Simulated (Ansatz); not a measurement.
# Ba2HoTaO6: which shell does photoemission see at 21.2 and 1486.7 eV? (LDA)

The valence band of Ba2HoTaO6 mixes several shells. Work out by hand which one leads the spectrum's area at each photon energy.

Filled states come from the projected DOS of Ansatz 0.2.0 (LDA+U, plane waves); cross sections σ and asymmetry parameters β are those of free atoms in a Dirac–Hartree–Slater calculation. A shell's area is states × σ × angular factor, which is 1 − β·P₂(cos θ)/2 for unpolarised light, with θ = 54.7° from the beam and P₂ = 0.001.

**At 21.2 eV** (states counted from 9.3 eV below the zero; other shells add 4.4 to the products' sum of 99.4):

| shell | filled states a cell | cross section (Mb an electron) | β | angular factor | product | share by hand (%) | share in the simulated spectrum (%) |
| --- | --- | --- | --- | --- | --- | --- | --- |
| Ta 5d | 2.39 | 5.18 | 0.40 | 1.00 | 12.4 | 12 | 12 |
| Ho 5p | 0.00 | 0 | 0.00 | 1.00 | 0 | 0 | 0 |
| Ho 4f | 10.03 | 0.132 | 1.70 | 1.00 | 1.32 | 1 | 1 |
| Ba 5p | 0.00 | 0 | 0.00 | 1.00 | 0 | 0 | 0 |
| O 2p | 29.82 | 2.73 | 0.81 | 1.00 | 81.2 | 82 | 82 |

**At 1486.7 eV** (states counted from 24.1 eV below the zero; other shells add 0.011 to the products' sum of 0.0815):

```
shell  filled states a cell  cross section (Mb an electron)     β  angular factor  product  share by hand (%)  share in the simulated spectrum (%)
Ta 5d                  3.01                         0.00123  1.34            1.00   0.0037                  5                                    5
Ho 5p                  5.49                         0.00189  1.69            1.00   0.0104                 13                                   12
Ho 4f                 10.07                         0.00384  1.06            1.00   0.0387                 47                                   48
Ba 5p                 11.40                         0.00137  1.73            1.00   0.0156                 19                                   19
 O 2p                 30.25                        6.28e-05  0.51            1.00   0.0019                  2                                    2
```

O 2p leads at 21.2 eV and Ho 4f at 1486.7 eV. Between the two energies σ of O 2p changes by a factor 2.3e-5 and that of Ho 4f by 0.029, so their ratio moves 1264-fold in favour of the second. The simulated spectrum uses the same rule on the energy-resolved DOS, so the two share columns agree within a few points.

The potential files freeze Ta 4f, so these lines are missing from the sums. Only crystals where the two columns agree within 4 points and the lead is clear are worked in this form. Free-atom cross sections ignore the solid's final states, no escape depth or background enters, and the count of states a shell hangs on the projection.

[Logs are printed without paths, hosts, clocks, repeated set-up lines and the standing remarks that a program may print on its own settings, such as how far it seeks lower states.]
